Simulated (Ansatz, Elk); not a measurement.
# NaCu2Ni2Sb2: X-ray structure factors from the self-consistent density

The structure of NaCu2Ni2Sb2 used here is made up (a known structure type with other elements) and was relaxed beforehand with PBE. The aim is the Fourier transform of its all-electron density, F(hkl), set beside the sum over free spherical atoms that refinements use.

Program: Elk 11.2.3 (patched build). Level of theory: DFT, PBE, all-electron APW+lo, Dirac cores, scalar-relativistic bands, static density, no spin. Results are calculated unless marked as measured.

This account leaves out most program logs.

The structure was built from a prototype and need not be the compound's stable phase.

**1. Starting point**

The structure is trigonal, space group R-3m (No. 166). The conventional cell has a = 4.127 Å, b = 4.127 Å, c = 26.522 Å, α = 90.00°, β = 90.00°, γ = 120.00°. Nearest to Sb lie 3 Ni at 2.56 Å and 4 Cu at 2.65 to 2.93 Å and 3 Na at 3.27 Å. Nearest to Cu lie 3 Ni at 2.51 Å and 3 Cu at 2.57 Å and 1 Sb at 2.65 Å. Nearest to Ni lie 1 Ni at 2.51 Å and 3 Cu at 2.51 Å and 3 Sb at 2.56 Å. Nearest to Na lie 6 Sb at 3.27 Å. Farther neighbours are not listed.

As a file:

```cif
data_structure
_symmetry_space_group_name_H-M 'P 1'
_symmetry_Int_Tables_number 1
_cell_length_a 9.1563
_cell_length_b 9.1563
_cell_length_c 9.1563
_cell_angle_alpha 26.052
_cell_angle_beta 26.052
_cell_angle_gamma 26.052
_cell_volume 130.44
loop_
_atom_site_label
_atom_site_type_symbol
_atom_site_fract_x
_atom_site_fract_y
_atom_site_fract_z
_atom_site_occupancy
Sb1 Sb 0.24875 0.24875 0.24875 1
Sb2 Sb 0.75125 0.75125 0.75125 1
Cu3 Cu 0.14868 0.14868 0.14868 1
Cu4 Cu 0.85132 0.85132 0.85132 1
Ni5 Ni 0.45277 0.45277 0.45277 1
Ni6 Ni 0.54723 0.54723 0.54723 1
Na7 Na 0.00000 0.00000 0.00000 1
```

**2. Ground state and structure factors**

An all-electron density is needed, since X-rays see the cores too. Task 0 finds the density and task 195 Fourier-transforms it; tshift is off so that phases refer to the origin typed.

elk.in

```
tasks
  0
  195

xctype
  20

spinpol
  .false.

rgkmax
  7.0

gmaxvr
  14.0

lmaxo
  7

lmaxapw
  8

swidth
  0.002

tshift
  .false.

ramdisk
  .false.

hmaxvr
  5.5

maxscl
  120

epspot
  1e-06

sppath
  './'

avec
  3.89992059938 2.25162020821 16.70669460986
  -3.89992059938 2.25162020821 16.70669460986
  0.00000000000 -4.50324041541 16.70669460999

atoms
  4
  'Sb.in'
  2
  0.2487499313 0.2487499313 0.2487499313   0.000000 0.000000 0.000000
  0.7512500687 0.7512500687 0.7512500687   0.000000 0.000000 0.000000
  'Cu.in'
  2
  0.1486754379 0.1486754379 0.1486754379   0.000000 0.000000 0.000000
  0.8513245621 0.8513245621 0.8513245621   0.000000 0.000000 0.000000
  'Ni.in'
  2
  0.4527724612 0.4527724612 0.4527724612   0.000000 0.000000 0.000000
  0.5472275388 0.5472275388 0.5472275388   0.000000 0.000000 0.000000
  'Na.in'
  1
  -0.0000000000 -0.0000000000 -0.0000000000   0.000000 0.000000 0.000000

ngridk
  6 6 6
```

The run is started by

```
$ OMP_NUM_THREADS=4 elk
```

Wall time 95 s (4 threads of Arm Neoverse V2, shared host); peak memory 0.41 GiB; 4.6 min of CPU time.

SFACRHO.OUT:

```text

h k l indices transformed by vhmat matrix:
   1.000000000       0.000000000       0.000000000    
   0.000000000       1.000000000       0.000000000    
   0.000000000       0.000000000       1.000000000    

      h      k      l  multipl.   |H|            Re(F)            Im(F)           |F|

      0      0      0      1   0.0000000       227.00000     -0.72269869E-16   227.00000    
     -1     -1     -1      2  0.37608788      -79.694679     -0.39686147E-13   79.694679    
      2      2      2      2  0.75217575      -52.692232     -0.91593208E-14   52.692232    
      0      1      0      6  0.93858222      -6.8551840      0.84253196E-14   6.8551840    
      0      1      1      6  0.96337114      -54.241022     -0.35079738E-13   54.241022    
     -2     -1     -1      6   1.0567277       72.539201      0.92045161E-14   72.539201    
     -2     -1     -2      6   1.1216575       5.9407434     -0.60735453E-14   5.9407434    
      3      3      3      2   1.1282636       30.699873     -0.71765981E-13   30.699873    
     -3     -2     -2      6   1.2787863       71.325439      0.61116975E-13   71.325439    
     -3     -2     -3      6   1.3678564       74.620167     -0.48831715E-13   74.620167    
      4      4      4      2   1.5043515       57.035642      0.12826420E-12   57.035642    
     -4     -3     -3      6   1.5610252      -154.49938     -0.11219810E-12   154.49938    
     -1      1      0      6   1.6111060       169.10661      0.36504355E-14   169.10661    
      2      0      1     12   1.6544197      -60.124737      0.30522763E-13   60.124737    
     -3     -4     -4      6   1.6633794       13.271558      0.71744267E-13   13.271558    
     -2     -1     -3     12   1.7780413      -42.677881      0.29721000E-16   42.677881    
     -1      1     -1      6   1.8645640      -4.9577550     -0.14479253E-13   4.9577550    
      4      4      5      6   1.8764831       80.322020     -0.13436279E-12   80.322020
```

Elk indexes on the primitive cell of elk.in and gives |H| = 4π sin θ/λ in inverse bohr. Below, one row stands for each form hkl of the conventional cell (m members, Friedel mates merged), F is for one primitive cell and the density is static (no thermal factor). Free-atom factors are Waasmaier and Kirfel's, and R is Σm||F|−|F'||/Σm|F|.

| hkl | m | sin θ/λ (Å⁻¹) | abs F, DFT | neutral atoms | diff. |
| --- | --- | --- | --- | --- | --- |
| 003 | 2 | 0.057 | 79.695 | 79.487 | +0.207 |
| 006 | 2 | 0.113 | 52.692 | 52.232 | +0.460 |
| 101 | 6 | 0.141 | 6.855 | 6.089 | +0.766 |
| 012 | 6 | 0.145 | 54.241 | 54.594 | -0.353 |
| 104 | 6 | 0.159 | 72.539 | 72.067 | +0.473 |
| 015 | 6 | 0.169 | 5.941 | 6.031 | -0.090 |
| 009 | 2 | 0.170 | 30.700 | 30.317 | +0.383 |
| 107 | 6 | 0.192 | 71.325 | 71.739 | -0.414 |
| 018 | 6 | 0.206 | 74.620 | 75.090 | -0.469 |
| 0 0 12 | 2 | 0.226 | 57.036 | 57.297 | -0.262 |
| 1 0 10 | 6 | 0.235 | 154.499 | 155.385 | -0.886 |
| 110 | 6 | 0.242 | 169.107 | 170.076 | -0.969 |
| 113 | 12 | 0.249 | 60.125 | 60.887 | -0.762 |
| 0 1 11 | 6 | 0.250 | 13.272 | 12.928 | +0.343 |
| 116 | 12 | 0.267 | 42.678 | 42.313 | +0.365 |
| 021 | 6 | 0.280 | 4.958 | 4.805 | +0.153 |
| 1 0 13 | 6 | 0.282 | 80.322 | 81.111 | -0.789 |
| 202 | 6 | 0.282 | 45.572 | 45.630 | -0.058 |

**3. The highest occupied states alone**

An energy window below the Fermi level keeps the highest occupied states, to see at which angles they scatter; shallow core shells can lie inside it and anion s states outside. No new self-consistency is needed.

Edit elk.in of step 2 so:

```diff
@@ -1,3 +1,2 @@
 tasks
-  0
   195
@@ -40,2 +39,5 @@
 
+wsfac
+  -0.157980 0.509510
+
 sppath
```

The run is started by

```
$ OMP_NUM_THREADS=4 elk
```

The job ended after 21 s (4 threads; peak memory 0.28 GiB).

States within 10 eV below the Fermi level hold 51.39 electrons; any levels below the window count with the cores, and a count that is not whole means the window cuts a band. Their amplitudes can exceed the total, where window and core parts have opposite phase:

```
   hkl  sin θ/λ (Å⁻¹)  abs F, window  abs F, all
   003          0.057         30.820      79.695
   006          0.113          6.659      52.692
   101          0.141          4.341       6.855
   012          0.145          4.760      54.241
   104          0.159          5.911      72.539
   015          0.169          1.916       5.941
   009          0.170          3.591      30.700
   107          0.192         19.374      71.325
   018          0.206          2.947      74.620
0 0 12          0.226          6.915      57.036
```

**4. Another functional**

The difference from free atoms is small, so it is set against the change that LDA (Perdew-Wang) makes.

Edit elk.in of step 3 so:

```diff
@@ -1,2 +1,3 @@
 tasks
+  0
   195
@@ -4,3 +5,3 @@
 xctype
-  20
+  3
 
@@ -39,5 +40,2 @@
 
-wsfac
-  -0.157980 0.509510
-
 sppath
```

The run is started by

```
$ OMP_NUM_THREADS=4 elk
```

The job ended after 61 s (4 threads; peak memory 0.33 GiB).

Against the first run R = 0.04 %; the largest change is -0.095 at 0 1 20.

**5. A coarser k-mesh**

About half the k-points along each axis test the sampling.

Edit elk.in of step 4 so:

```diff
@@ -5,3 +5,3 @@
 xctype
-  3
+  20
 
@@ -67,2 +67,2 @@
 ngridk
-  6 6 6
+  3 3 3
```

The run is started by

```
$ OMP_NUM_THREADS=4 elk
```

Wall time 49 s (4 threads); peak memory 0.41 GiB; 90 s of CPU time.

Against the first run R = 0.04 %; the largest change is -0.042 at 410.

**6. Settings against the effect**

| run | R against the first run (%) | R against neutral atoms, low angle (%) | wall time |
| --- | --- | --- | --- |
| PBE, rgkmax 7 | 0.00 | 0.77 | 95 s |
| LDA (Perdew-Wang) | 0.04 | 0.78 | 61 s |
| k-mesh 3×3×3 | 0.04 | 0.77 | 49 s |

**7. What came out**

| Quantity | Value |
| --- | --- |
| R against neutral atoms, sin θ/λ < 0.3 Å⁻¹ | 0.77 % |
| R against neutral atoms, 0.3 to 0.65 Å⁻¹ | 0.19 % |

**Reading.** Independent neutral atoms miss the calculated amplitudes by R = 0.77 % below 0.3 Å⁻¹ and 0.19 % from there to 0.65 Å⁻¹; by shells, 1.28 % below 0.15 Å⁻¹ (4 forms), 0.72 % 0.15 to 0.3 (19 forms), 0.21 % 0.3 to 0.45 (32 forms), 0.18 % above 0.45 (94 forms). Bonding, aspherical density and the tables' own atoms all enter these figures, and the runs don't part them. The largest change of an amplitude is -0.97 electrons, at 110. The window's part falls from 51.4 electrons at the origin to at most 8.28 between 0.45 and 0.65 Å⁻¹, where compact states inside the window still scatter. Below 0.3 Å⁻¹ the changes that finished (LDA (Perdew-Wang) and k-mesh 3×3×3) move F by R = 0.03 % at most, against the 0.77 % that separates it from free atoms. The basis has no finished test. These runs have no spin, though d or f shells may be open. Part of the difference isn't bonding: the tables are fits to free atoms and ions calculated by other methods than this functional. Thermal motion, anomalous dispersion and extinction are left out.

[Logs are printed without paths, hosts, clocks, repeated set-up lines and the standing remarks that a program may print on its own settings, such as how far it seeks lower states.]

[Hosts, paths, dates, database ids (printed as entryN), source tags and the programs' standing remarks are cut or masked in the printed files.]
